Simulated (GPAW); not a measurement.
**Core-hole calculation of the B K edge in YCo3B2 (P6/mmm)**

Aim: the near-edge shape at the B K edge of YCo3B2 (P6/mmm), and what the core hole does to it.

Main program and level: GPAW 26.7.0; X-ray absorption from dipole matrix elements to empty bands, plane-wave PAW LDA.

Report form: the programs' logs are mostly left out.

## 1. The structure

It takes space group P6/mmm (No. 191, hexagonal). The conventional cell has a = 5.033 Å, b = 5.033 Å, c = 3.038 Å, α = 90.00°, β = 90.00°, γ = 120.00°. Nearest to Y lie 6 B at 2.91 Å and 12 Co at 2.94 Å and 2 Y at 3.04 Å. Co has 4 B at 2.10 Å and 4 Co at 2.52 Å and 4 Y at 2.94 Å nearest. Nearest to B lie 6 Co at 2.10 Å and 3 B at 2.91 Å and 3 Y at 2.91 Å. Farther neighbours are not listed.

Coordinates:

```cif
data_structure
_symmetry_space_group_name_H-M 'P6/mmm'
_symmetry_Int_Tables_number 191
_cell_length_a 5.0330
_cell_length_b 5.0330
_cell_length_c 3.0380
_cell_angle_alpha 90.000
_cell_angle_beta 90.000
_cell_angle_gamma 120.000
_cell_volume 66.65
loop_
_atom_site_label
_atom_site_type_symbol
_atom_site_symmetry_multiplicity
_atom_site_Wyckoff_symbol
_atom_site_fract_x
_atom_site_fract_y
_atom_site_fract_z
_atom_site_occupancy
Y1 Y 1 a 0.00000 0.00000 0.00000 1
Co1 Co 3 g 0.00000 0.50000 0.50000 1
B1 B 2 c 0.66667 0.33333 0.00000 1
```

## 2. The field without a hole

The ground state comes first: it tells whether the system has a gap, which decides how the excited electron is treated.

scf.py

```python
import numpy as np
from ase import Atoms
from ase.parallel import parprint, paropen
from gpaw import GPAW, PW, FermiDirac, Mixer, MixerDif, setup_paths
from gpaw.test import gen
setup_paths.insert(0, '.')
gen('B', name='nch1s', xcname='LDA', corehole=(1, 0, 0), write_xml=True)
from gpaw.mpi import world
world.barrier()

atoms = Atoms('YCo3B2',
    cell=[[5.033, 0, 0],
     [-2.5165, 4.35870586, 0],
     [0, 0, 3.038]],
    scaled_positions=[[0, 0, 0],
     [0, 0.5, 0.5],
     [0.5, 0.5, 0.5],
     [0.5, 0, 0.5],
     [0.66666667, 0.33333333, 0],
     [0.33333333, 0.66666667, 0]],
    magmoms=[0.0, 3.0, 3.0, 3.0, 0.0, 0.0],
    pbc=True)
atoms.calc = calc = GPAW(legacy_gpaw=True, mode=PW(430), xc='LDA', setups={4: 'nch1s'},
    kpts={'size': (6, 6, 8), 'gamma': True}, occupations=FermiDirac(0.05),
    charge=0, mixer=MixerDif(0.05, 8, 50), maxiter=150,
    convergence={'density': 0.0001}, txt='scf.txt')
energy = atoms.get_potential_energy() + calc.get_reference_energy()
ef = calc.get_fermi_level()
out = dict(energy=energy, fermi=ef, forces=atoms.get_forces().tolist(), magmoms=atoms.get_magnetic_moments().tolist())
parprint(f'all-electron energy {energy:.4f} eV, Fermi level {ef:.4f} eV')
ev = np.array([[calc.get_eigenvalues(k, s) for k in range(len(calc.get_ibz_k_points()))] for s in range(calc.get_number_of_spins())])
out['homo'], out['lumo'], out['counts'] = ev[ev < ef].max(), ev[ev > ef].min(), sorted(set((ev < ef).sum((0, 2)).tolist()))
out['filled'] = (ev[:, 0] < ef).sum(1).tolist()
import json
with paropen('out.json', 'w') as f:
    json.dump(out, f)
```

The run is started by

```console
OMP_NUM_THREADS=1 mpirun -n 4 gpaw python scf.py
```

It took 41 s on 4 MPI ranks of Intel Xeon Platinum 8559C (Emerald Rapids), shared host; peak memory 0.28 GiB.

The mesh shows no gap, so the system is treated as a metal and the core electron is put at the Fermi level (neutral cell).

## 3. Spectrum without a core hole, B atom 5

This cheap baseline ignores the attraction of the hole: it shows the absorber's empty states as they are in the ground state. The data set with a hole of occupation 0 only carries the core orbital.

The absorber has 6 Co at 2.10 Å (distorted trigonal prismatic, site symmetry -6m2).

xas.py

```python
import numpy as np
from ase import Atoms
from ase.parallel import parprint, paropen
from gpaw import GPAW, PW, FermiDirac, Mixer, MixerDif, setup_paths
from gpaw.test import gen
setup_paths.insert(0, '.')
gen('B', name='nch1s', xcname='LDA', corehole=(1, 0, 0), write_xml=True)
from gpaw.mpi import world
world.barrier()

atoms = Atoms('YCo3B2',
    cell=[[5.033, 0, 0],
     [-2.5165, 4.35870586, 0],
     [0, 0, 3.038]],
    scaled_positions=[[0, 0, 0],
     [0, 0.5, 0.5],
     [0.5, 0.5, 0.5],
     [0.5, 0, 0.5],
     [0.66666667, 0.33333333, 0],
     [0.33333333, 0.66666667, 0]],
    magmoms=[0.0, 3.0, 3.0, 3.0, 0.0, 0.0],
    pbc=True)
atoms.calc = calc = GPAW(legacy_gpaw=True, mode=PW(430), xc='LDA', setups={4: 'nch1s'},
    kpts={'size': (8, 8, 11), 'gamma': True}, occupations=FermiDirac(0.1),
    charge=0, mixer=MixerDif(0.05, 8, 50), maxiter=150,
    convergence={'density': 0.0001}, txt='scf.txt')
energy = atoms.get_potential_energy() + calc.get_reference_energy()
ef = calc.get_fermi_level()
out = dict(energy=energy, fermi=ef, forces=atoms.get_forces().tolist(), magmoms=atoms.get_magnetic_moments().tolist())
parprint(f'all-electron energy {energy:.4f} eV, Fermi level {ef:.4f} eV')
ev = np.array([[calc.get_eigenvalues(k, s) for k in range(len(calc.get_ibz_k_points()))] for s in range(calc.get_number_of_spins())])
out['homo'], out['lumo'], out['counts'] = ev[ev < ef].max(), ev[ev > ef].min(), sorted(set((ev < ef).sum((0, 2)).tolist()))
out['filled'] = (ev[:, 0] < ef).sum(1).tolist()

from ase.units import Ha
from gpaw.xas import dipole_matrix_elements
nb = int(calc.get_number_of_electrons() / 2) + 63
top, nb = nb, nb + 8 + nb // 12
nscf = calc.fixed_density(kpts={'size': (5, 5, 7), 'gamma': True}, nbands=nb,
    convergence={'bands': top, 'eigenstates': 1e-5}, maxiter=60, txt='nscf.txt')
cell = atoms.cell.array
ops = [cell.T @ U.T @ np.linalg.inv(cell.T) for U in nscf.wfs.kd.symmetry.op_scc]
E = np.arange(-25, 34, 0.1)
fwhm = np.interp(E, [4, 25], [0.9, 3.5])
Y, X, zero, highest = 0, 0, 1e9, 1e9
for spin in range(nscf.get_number_of_spins()):
    wfs = nscf.wfs
    A = dipole_matrix_elements(wfs.setups[4])
    eps = np.zeros((wfs.kd.nibzkpts, nb))
    d = np.zeros((3, A.shape[1], wfs.kd.nibzkpts, nb), complex)
    for kpt in wfs.kpt_u:
        if kpt.s == spin and 4 in kpt.P_ani:
            eps[kpt.k] = kpt.eps_n * Ha
            d[:, :, kpt.k] = (kpt.weight * wfs.nspins / 2) ** 0.5 * np.inner(A, kpt.P_ani[4])
    world.sum(eps)
    world.sum(d)
    T = np.einsum('amkn,bmkn->abkn', d, d.conj()).real
    T = sum(np.einsum('ai,ijkn,bj->abkn', R, T, R) for R in ops) / len(ops)
    empty = eps > ef
    zero, highest = min(zero, eps[empty].min()), min(highest, eps[:, top - 1].min())
    lines = [(eps, T, empty)] if spin == 0 else lines + [(eps, T, empty)]
for eps, T, empty in lines:
    f = np.einsum('aakn->akn', T).reshape(3, -1)
    x = eps.ravel() - zero
    w = np.interp(x, E, fwhm) / 2.35482
    g = np.exp(-0.5 * ((E[:, None] - x) / w) ** 2) / (w * (2 * np.pi) ** 0.5)
    Y = Y + (f * empty.ravel()) @ g.T
    X = X + (f * ~empty.ravel()) @ g.T
out.update(E=E.round(2).tolist(), xas=Y.tolist(), xes=X.tolist(), zero=zero, valid=highest - zero, nk=len(eps), nb=nb)
for i in range(0, len(E), 10):
    parprint(f'{E[i]:7.2f}', *(f'{v:10.3e}' for v in Y[:, i]))
import json
with paropen('out.json', 'w') as f:
    json.dump(out, f)
```

The run is started by

```console
OMP_NUM_THREADS=1 mpirun -n 4 gpaw python xas.py
```

The job ended after 1.7 min (4 MPI ranks; peak memory 0.44 GiB; 7 min of CPU time).

The B K spectrum, B atom 5, no core hole (energy from the lowest empty level; intensity scaled to a mean of 1 over the first 20 eV; polarised curves are means over the symmetry-equivalent atoms):

| E (eV) | isotropic | ε ⊥ c | ε ∥ c |
| --- | --- | --- | --- |
| -2.0 | 0.00 | 0.00 | 0.00 |
| -1.4 | 0.00 | 0.00 | 0.00 |
| -0.8 | 0.01 | 0.02 | 0.01 |
| -0.2 | 0.18 | 0.20 | 0.16 |
| 0.4 | 0.44 | 0.41 | 0.49 |
| 1.0 | 0.72 | 0.73 | 0.72 |
| 1.6 | 0.94 | 0.99 | 0.85 |
| 2.2 | 0.78 | 0.63 | 1.09 |
| 2.8 | 0.61 | 0.49 | 0.85 |
| 3.4 | 0.70 | 0.75 | 0.60 |
| 4.0 | 1.13 | 1.37 | 0.65 |
| 4.6 | 1.48 | 1.64 | 1.18 |
| 5.2 | 1.44 | 1.42 | 1.48 |
| 5.8 | 1.71 | 1.70 | 1.73 |
| 6.4 | 2.02 | 2.25 | 1.58 |
| 7.0 | 1.92 | 2.41 | 0.95 |
| 7.6 | 1.51 | 2.01 | 0.51 |
| 8.2 | 0.93 | 1.26 | 0.27 |
| 8.8 | 0.50 | 0.67 | 0.16 |
| 9.4 | 0.40 | 0.50 | 0.21 |
| 10.0 | 0.44 | 0.50 | 0.32 |
| 10.6 | 0.52 | 0.55 | 0.45 |
| 11.2 | 0.63 | 0.58 | 0.74 |
| 11.8 | 0.78 | 0.56 | 1.23 |
| 12.4 | 0.92 | 0.56 | 1.64 |
| 13.0 | 0.98 | 0.61 | 1.72 |
| 13.6 | 0.94 | 0.64 | 1.53 |
| 14.2 | 0.90 | 0.67 | 1.36 |
| 14.8 | 0.97 | 0.78 | 1.33 |
| 15.4 | 1.13 | 0.98 | 1.44 |
| 16.0 | 1.31 | 1.18 | 1.57 |
| 16.6 | 1.36 | 1.27 | 1.56 |
| 17.2 | 1.25 | 1.19 | 1.39 |
| 17.8 | 1.06 | 1.02 | 1.15 |
| 18.4 | 0.91 | 0.88 | 0.96 |
| 19.0 | 0.86 | 0.85 | 0.87 |
| 19.6 | 0.89 | 0.91 | 0.83 |
| 20.2 | 0.94 | 1.01 | 0.79 |
| 20.8 | 0.96 | 1.06 | 0.75 |
| 21.4 | 0.94 | 1.05 | 0.72 |
| 22.0 | 0.89 | 0.97 | 0.72 |
| 22.6 | 0.83 | 0.88 | 0.73 |
| 23.2 | 0.77 | 0.80 | 0.73 |
| 23.8 | 0.73 | 0.75 | 0.69 |
| 24.4 | 0.69 | 0.72 | 0.63 |
| 25.0 | 0.65 | 0.70 | 0.55 |
| 25.6 | 0.62 | 0.68 | 0.49 |
| 26.2 | 0.59 | 0.65 | 0.45 |
| 26.8 | 0.57 | 0.64 | 0.44 |
| 27.4 | 0.57 | 0.63 | 0.44 |
| 28.0 | 0.58 | 0.64 | 0.45 |
| 28.6 | 0.59 | 0.66 | 0.47 |
| 29.2 | 0.60 | 0.66 | 0.47 |
| 29.8 | 0.58 | 0.64 | 0.46 |
| 30.4 | 0.54 | 0.58 | 0.44 |
| 31.0 | 0.48 | 0.52 | 0.42 |
| 31.6 | 0.43 | 0.45 | 0.40 |

Main maxima below 24 eV (height): 1.5 eV (0.95), 4.6 eV (1.48), 6.6 eV (2.04), 13.0 eV (0.98), 16.5 eV (1.37) and 20.8 eV (0.96). A K edge sees empty p states on the absorber.

The same matrix elements for filled bands give the B K emission of B atom 5 (ground-state approximation; energy from the lowest empty level, largest value 1):

| E (eV) | emission |
| --- | --- |
| -24.00 | 0.00 |
| -23.25 | 0.00 |
| -22.50 | 0.00 |
| -21.75 | 0.00 |
| -21.00 | 0.00 |
| -20.25 | 0.00 |
| -19.50 | 0.00 |
| -18.75 | 0.00 |
| -18.00 | 0.00 |
| -17.25 | 0.00 |
| -16.50 | 0.00 |
| -15.75 | 0.00 |
| -15.00 | 0.00 |
| -14.25 | 0.00 |
| -13.50 | 0.00 |
| -12.75 | 0.00 |
| -12.00 | 0.00 |
| -11.25 | 0.00 |
| -10.50 | 0.00 |
| -9.75 | 0.01 |
| -9.00 | 0.02 |
| -8.25 | 0.04 |
| -7.50 | 0.05 |
| -6.75 | 0.03 |
| -6.00 | 0.12 |
| -5.25 | 0.31 |
| -4.50 | 0.68 |
| -3.75 | 0.81 |
| -3.00 | 1.00 |
| -2.25 | 0.57 |
| -1.50 | 0.21 |
| -0.75 | 0.23 |
| 0.00 | 0.10 |
| 0.75 | 0.01 |
| 1.50 | 0.00 |
| 2.25 | 0.00 |
| 3.00 | 0.00 |

Emission maxima: -3.0 eV (1.00).

## 4. Reference energy of the supercell

The photon energy needs a difference of total energies, so the cell and mesh of the coming hole run are first run without a hole.

Changes to scf.py since step 2:

```diff
@@ -10,16 +10,28 @@
 
-atoms = Atoms('YCo3B2',
-    cell=[[5.033, 0, 0],
-     [-2.5165, 4.35870586, 0],
-     [0, 0, 3.038]],
+atoms = Atoms('Y3Co9B6',
+    cell=[[2.5165, 4.35870586, -3.038],
+     [2.5165, -4.35870586, -3.038],
+     [-5.033, 0, -3.038]],
     scaled_positions=[[0, 0, 0],
-     [0, 0.5, 0.5],
-     [0.5, 0.5, 0.5],
-     [0.5, 0, 0.5],
+     [0.33333333, 0.33333333, 0.33333333],
+     [0.66666667, 0.66666667, 0.66666667],
+     [0, 0.5, 0],
+     [0.33333333, 0.83333333, 0.33333333],
+     [0.66666667, 0.16666667, 0.66666667],
+     [0.16666667, 0.66666667, 0.66666667],
+     [0.5, 0, 0],
+     [0.83333333, 0.33333333, 0.33333333],
+     [0, 0, 0.5],
+     [0.33333333, 0.33333333, 0.83333333],
+     [0.66666667, 0.66666667, 0.16666667],
+     [0.33333333, 0, 0.66666667],
      [0.66666667, 0.33333333, 0],
-     [0.33333333, 0.66666667, 0]],
-    magmoms=[0.0, 3.0, 3.0, 3.0, 0.0, 0.0],
+     [0, 0.66666667, 0.33333333],
+     [0.33333333, 0.66666667, 0],
+     [0.66666667, 0, 0.33333333],
+     [0, 0.33333333, 0.66666667]],
+    magmoms=[0.0, 0.0, 0.0, 3.0, 3.0, 3.0, 3.0, 3.0, 3.0, 3.0, 3.0, 3.0, 0.0, 0.0, 0.0, 0.0, 0.0, 0.0],
     pbc=True)
-atoms.calc = calc = GPAW(legacy_gpaw=True, mode=PW(430), xc='LDA', setups={4: 'nch1s'},
-    kpts={'size': (6, 6, 8), 'gamma': True}, occupations=FermiDirac(0.05),
+atoms.calc = calc = GPAW(legacy_gpaw=True, mode=PW(430), xc='LDA', setups={12: 'nch1s'},
+    kpts={'size': (3, 3, 3), 'gamma': True}, occupations=FermiDirac(0.1),
     charge=0, mixer=MixerDif(0.05, 8, 50), maxiter=150,
```

The run is started by

```console
OMP_NUM_THREADS=1 mpirun -n 4 gpaw python scf.py
```

Run time: 2 min. Hardware: 4 MPI ranks; peak memory 0.49 GiB; 8 min of CPU time.

Reference energy: -620637.083 eV with the cores included.

## 5. Spectrum with XCH, B atom 5

The holes are 5.9 Å apart. In GPAW the data set carries the hole's charge, so charge=0 means a charged cell and charge=-1 a neutral one. The excited electron is kept in the cell, where it fills the lowest empty states and screens the hole. After the field has converged, empty bands are computed with the density fixed and the dipole matrix elements are summed.

Changes to xas.py since step 3:

```diff
@@ -6,3 +6,3 @@
 setup_paths.insert(0, '.')
-gen('B', name='nch1s', xcname='LDA', corehole=(1, 0, 0), write_xml=True)
+gen('B', name='fch1s', xcname='LDA', corehole=(1, 0, 1), write_xml=True)
 from gpaw.mpi import world
@@ -10,17 +10,29 @@
 
-atoms = Atoms('YCo3B2',
-    cell=[[5.033, 0, 0],
-     [-2.5165, 4.35870586, 0],
-     [0, 0, 3.038]],
+atoms = Atoms('Y3Co9B6',
+    cell=[[2.5165, 4.35870586, -3.038],
+     [2.5165, -4.35870586, -3.038],
+     [-5.033, 0, -3.038]],
     scaled_positions=[[0, 0, 0],
-     [0, 0.5, 0.5],
-     [0.5, 0.5, 0.5],
-     [0.5, 0, 0.5],
+     [0.33333333, 0.33333333, 0.33333333],
+     [0.66666667, 0.66666667, 0.66666667],
+     [0, 0.5, 0],
+     [0.33333333, 0.83333333, 0.33333333],
+     [0.66666667, 0.16666667, 0.66666667],
+     [0.16666667, 0.66666667, 0.66666667],
+     [0.5, 0, 0],
+     [0.83333333, 0.33333333, 0.33333333],
+     [0, 0, 0.5],
+     [0.33333333, 0.33333333, 0.83333333],
+     [0.66666667, 0.66666667, 0.16666667],
+     [0.33333333, 0, 0.66666667],
      [0.66666667, 0.33333333, 0],
-     [0.33333333, 0.66666667, 0]],
-    magmoms=[0.0, 3.0, 3.0, 3.0, 0.0, 0.0],
+     [0, 0.66666667, 0.33333333],
+     [0.33333333, 0.66666667, 0],
+     [0.66666667, 0, 0.33333333],
+     [0, 0.33333333, 0.66666667]],
+    magmoms=[0.0, 0.0, 0.0, 3.0, 3.0, 3.0, 3.0, 3.0, 3.0, 3.0, 3.0, 3.0, 0.0, 0.0, 0.0, 0.0, 0.0, 0.0],
     pbc=True)
-atoms.calc = calc = GPAW(legacy_gpaw=True, mode=PW(430), xc='LDA', setups={4: 'nch1s'},
-    kpts={'size': (8, 8, 11), 'gamma': True}, occupations=FermiDirac(0.1),
-    charge=0, mixer=MixerDif(0.05, 8, 50), maxiter=150,
+atoms.calc = calc = GPAW(legacy_gpaw=True, mode=PW(430), xc='LDA', setups={12: 'fch1s'},
+    kpts={'size': (3, 3, 3), 'gamma': True}, occupations=FermiDirac(0.1),
+    charge=-1, mixer=MixerDif(0.05, 8, 50), maxiter=150,
     convergence={'density': 0.0001}, txt='scf.txt')
@@ -36,5 +48,5 @@
 from gpaw.xas import dipole_matrix_elements
-nb = int(calc.get_number_of_electrons() / 2) + 63
+nb = int(calc.get_number_of_electrons() / 2) + 182
 top, nb = nb, nb + 8 + nb // 12
-nscf = calc.fixed_density(kpts={'size': (5, 5, 7), 'gamma': True}, nbands=nb,
+nscf = calc.fixed_density(kpts={'size': (4, 4, 4), 'gamma': True}, nbands=nb,
     convergence={'bands': top, 'eigenstates': 1e-5}, maxiter=60, txt='nscf.txt')
@@ -42,3 +54,3 @@
 ops = [cell.T @ U.T @ np.linalg.inv(cell.T) for U in nscf.wfs.kd.symmetry.op_scc]
-E = np.arange(-25, 34, 0.1)
+E = np.arange(-6, 34, 0.1)
 fwhm = np.interp(E, [4, 25], [0.9, 3.5])
@@ -47,3 +59,3 @@
     wfs = nscf.wfs
-    A = dipole_matrix_elements(wfs.setups[4])
+    A = dipole_matrix_elements(wfs.setups[12])
     eps = np.zeros((wfs.kd.nibzkpts, nb))
@@ -51,5 +63,5 @@
     for kpt in wfs.kpt_u:
-        if kpt.s == spin and 4 in kpt.P_ani:
+        if kpt.s == spin and 12 in kpt.P_ani:
             eps[kpt.k] = kpt.eps_n * Ha
-            d[:, :, kpt.k] = (kpt.weight * wfs.nspins / 2) ** 0.5 * np.inner(A, kpt.P_ani[4])
+            d[:, :, kpt.k] = (kpt.weight * wfs.nspins / 2) ** 0.5 * np.inner(A, kpt.P_ani[12])
     world.sum(eps)
```

The run is started by

```console
OMP_NUM_THREADS=1 mpirun -n 4 gpaw python xas.py
```

The job ended after 16 min (4 MPI ranks; peak memory 1 GiB; 65 min of CPU time).

The B K spectrum, B atom 5, excited-electron core hole (neutral cell) (energy from the lowest empty level; intensity scaled to a mean of 1 over the first 20 eV; polarised curves are means over the symmetry-equivalent atoms):

| E (eV) | isotropic | ε ⊥ c | ε ∥ c |
| --- | --- | --- | --- |
| -2.00 | 0.00 | 0.00 | 0.00 |
| -1.25 | 0.00 | 0.00 | 0.00 |
| -0.50 | 0.09 | 0.09 | 0.09 |
| 0.25 | 0.70 | 0.68 | 0.75 |
| 1.00 | 1.40 | 1.49 | 1.22 |
| 1.75 | 1.18 | 1.19 | 1.17 |
| 2.50 | 1.12 | 1.03 | 1.29 |
| 3.25 | 1.62 | 1.97 | 0.91 |
| 4.00 | 2.05 | 2.43 | 1.28 |
| 4.75 | 1.62 | 1.56 | 1.73 |
| 5.50 | 1.73 | 1.87 | 1.45 |
| 6.25 | 1.52 | 1.78 | 1.01 |
| 7.00 | 0.91 | 1.09 | 0.56 |
| 7.75 | 0.42 | 0.53 | 0.21 |
| 8.50 | 0.28 | 0.33 | 0.16 |
| 9.25 | 0.36 | 0.36 | 0.34 |
| 10.00 | 0.54 | 0.43 | 0.77 |
| 10.75 | 0.80 | 0.50 | 1.38 |
| 11.50 | 1.00 | 0.54 | 1.91 |
| 12.25 | 1.01 | 0.58 | 1.85 |
| 13.00 | 0.90 | 0.64 | 1.43 |
| 13.75 | 0.87 | 0.71 | 1.19 |
| 14.50 | 0.95 | 0.87 | 1.09 |
| 15.25 | 1.07 | 1.08 | 1.05 |
| 16.00 | 1.10 | 1.15 | 0.99 |
| 16.75 | 0.94 | 1.00 | 0.83 |
| 17.50 | 0.73 | 0.78 | 0.63 |
| 18.25 | 0.63 | 0.68 | 0.54 |
| 19.00 | 0.66 | 0.72 | 0.53 |
| 19.75 | 0.71 | 0.80 | 0.53 |
| 20.50 | 0.71 | 0.82 | 0.50 |
| 21.25 | 0.66 | 0.74 | 0.50 |
| 22.00 | 0.59 | 0.63 | 0.52 |
| 22.75 | 0.54 | 0.55 | 0.53 |
| 23.50 | 0.51 | 0.52 | 0.50 |
| 24.25 | 0.49 | 0.52 | 0.43 |
| 25.00 | 0.47 | 0.52 | 0.37 |
| 25.75 | 0.45 | 0.50 | 0.34 |
| 26.50 | 0.44 | 0.49 | 0.33 |
| 27.25 | 0.45 | 0.50 | 0.36 |
| 28.00 | 0.47 | 0.51 | 0.39 |
| 28.75 | 0.47 | 0.50 | 0.41 |
| 29.50 | 0.45 | 0.47 | 0.42 |
| 30.25 | 0.41 | 0.41 | 0.40 |
| 31.00 | 0.36 | 0.36 | 0.38 |
| 31.75 | 0.34 | 0.32 | 0.37 |

Main maxima below 24 eV (height): 1.2 eV (1.45), 3.8 eV (2.08), 5.7 eV (1.76), 11.9 eV (1.03), 15.8 eV (1.11) and 20.1 eV (0.72). 

The total-energy difference is 184.91 eV.

## 6. Cell without a hole, the energy reference

The cell and mesh change for the next run, so it gets a reference energy of its own.

scf.py

```python
import numpy as np
from ase import Atoms
from ase.parallel import parprint, paropen
from gpaw import GPAW, PW, FermiDirac, Mixer, MixerDif, setup_paths
from gpaw.test import gen
setup_paths.insert(0, '.')
gen('B', name='nch1s', xcname='LDA', corehole=(1, 0, 0), write_xml=True)
from gpaw.mpi import world
world.barrier()

atoms = Atoms('YCo3B2',
    cell=[[0, 0, -3.038],
     [2.5165, -4.35870586, 0],
     [-2.5165, -4.35870586, 0]],
    scaled_positions=[[0, 0, 0],
     [0.5, 0.5, 0],
     [0.5, 0, 0.5],
     [0.5, 0.5, 0.5],
     [0, 0.33333333, 0.33333333],
     [0, 0.66666667, 0.66666667]],
    magmoms=[0.0, 3.0, 3.0, 3.0, 0.0, 0.0],
    pbc=True)
atoms.calc = calc = GPAW(legacy_gpaw=True, mode=PW(430), xc='LDA', setups={4: 'nch1s'},
    kpts={'size': (6, 4, 4), 'gamma': True}, occupations=FermiDirac(0.1),
    charge=0, mixer=MixerDif(0.05, 8, 50), maxiter=150,
    convergence={'density': 0.0001}, txt='scf.txt')
energy = atoms.get_potential_energy() + calc.get_reference_energy()
ef = calc.get_fermi_level()
out = dict(energy=energy, fermi=ef, forces=atoms.get_forces().tolist(), magmoms=atoms.get_magnetic_moments().tolist())
parprint(f'all-electron energy {energy:.4f} eV, Fermi level {ef:.4f} eV')
ev = np.array([[calc.get_eigenvalues(k, s) for k in range(len(calc.get_ibz_k_points()))] for s in range(calc.get_number_of_spins())])
out['homo'], out['lumo'], out['counts'] = ev[ev < ef].max(), ev[ev > ef].min(), sorted(set((ev < ef).sum((0, 2)).tolist()))
out['filled'] = (ev[:, 0] < ef).sum(1).tolist()
import json
with paropen('out.json', 'w') as f:
    json.dump(out, f)
```

The run is started by

```console
OMP_NUM_THREADS=1 mpirun -n 4 gpaw python scf.py
```

Elapsed: 13 s, on 4 MPI ranks; peak memory 0.26 GiB; 50 s of CPU time.

(Continued in part 2 of 2.)

[Logs are printed without paths, hosts, clocks, repeated set-up lines and the standing remarks that a program may print on its own settings, such as how far it seeks lower states.]

[Hosts, paths, dates, database ids (printed as entryN), source tags and the programs' standing remarks are cut or masked in the printed files.]

[Lists of maxima count a maximum above −3 eV only where it reaches 4 % of the highest in the window and stands out from its surroundings by 2 % of it (1.5 % where it reaches 55 %); shoulders and weaker maxima are passed over, and of the rest the first, up to two pre-edge ones and the few strongest are named.]
